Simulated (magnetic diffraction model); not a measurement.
# Ba5Ta6Mn2: what an assumed order does to the neutron pattern

Space group Pbam (no. 55), a = 12.1910 Å, b = 14.4210 Å, c = 4.5840 Å.

| site | atom | x | y | z |
| --- | --- | --- | --- | --- |
| 4g | Ta | 0.1580 | 0.5920 | 0 |
| 4h | Ta | 0.3434 | 0.8205 | 1/2 |
| 4g | Ta | 0.5236 | 0.6017 | 0 |
| 4h | Ba | 0.5947 | 0.7507 | 1/2 |
| 2d | Ba | 1/2 | 0 | 1/2 |
| 4h | Ba | 0.1745 | 0.0154 | 1/2 |
| 4g | Mn | 0.1660 | 0.2100 | 0 |

The compound is invented for this exercise: a known structure type with other elements, its cell scaled to their sizes and not relaxed.

Only Mn is taken to order (form factors of Mn2+); orders and moment sizes are assumed, and not adapted to the symmetry. Radiation: neutrons of λ = 2.36 Å, 3° to 40°; isotropic B of 0.29 Å² (Ta), 0.41 Å² (Ba) and 0.41 Å² (Mn). The intensities are simulated: I ∝ L Σ (|F_N|² + |F_M⊥|²) for unpolarised neutrons, with F_M = 2.695 fm/μB × Σ f(s) S exp(2πi Q·r) exp(−B s²) at Q = H ± k (one set where k and −k are equivalent), only the part normal to Q counting and L = 1/(sin²θ cos θ). For collinear order S is the moment m, which repeats by lattice and centring translations R with the sign exp(−2πi k·R). Form factors are spin-only for 3d ions and dipole or tabulated for f ions, scattering lengths are Sears's of 1992, and absorption is left out. A label names one of the reflections at its angle. The strongest nuclear line in the range is 100, and lines under 0.2 are left out.

Assume the order k = (0 0 0), collinear moments along [111], 2.08 μB on Mn; signs + at (0.1660, 0.2100, 0), − at (0.8340, 0.7900, 0), − at (0.6660, 0.2900, 0), + at (0.3340, 0.7100, 0).

Q: Where does magnetic intensity appear, and how strong is it?

```
2θ (°)    index  nuclear  magnetic
 11.11  (1 0 0)      0.0      43.2
 14.56  (1 1 0)      0.0      14.0
 18.84  (0 2 0)     41.6       3.3
 21.92  (1 2 0)      1.1      12.6
 22.32  (2 0 0)     15.8       0.0
 24.26  (2 1 0)     54.8       1.0
 29.37  (2 2 0)      1.8       0.7
 29.83  (0 0 1)     41.1       0.0
 30.60  (1 3 0)      8.0       1.3
 31.93  (1 0 1)      0.0      12.6
 33.35  (1 1 1)     20.8       6.9
 35.12  (3 1 0)     33.4       8.3
 35.52  (0 2 1)     65.6       2.7
 36.44  (2 3 0)      1.3       2.4
 37.33  (1 2 1)     48.3      11.4
 37.58  (2 0 1)     28.1       0.0
 38.21  (0 4 0)      0.7       1.9
 38.82  (2 1 1)     96.0       0.9
 38.94  (3 2 0)      4.8       0.0
 39.91  (1 4 0)    100.0       1.1
```

The strongest magnetic line in the range is (1 0 0) at 11.11° (43.2). On top of the Lorentz factor, which all lines share, magnetic lines fade with angle because f falls: for Mn2+ it is 0.90, 0.66, 0.41 and 0.12 at sin θ/λ = 0.1, 0.2, 0.3 and 0.5 Å⁻¹, while nuclear lengths stay constant. The order has no net moment.

[Logs are printed without paths, hosts, clocks, repeated set-up lines and the standing remarks that a program may print on its own settings, such as how far it seeks lower states.]
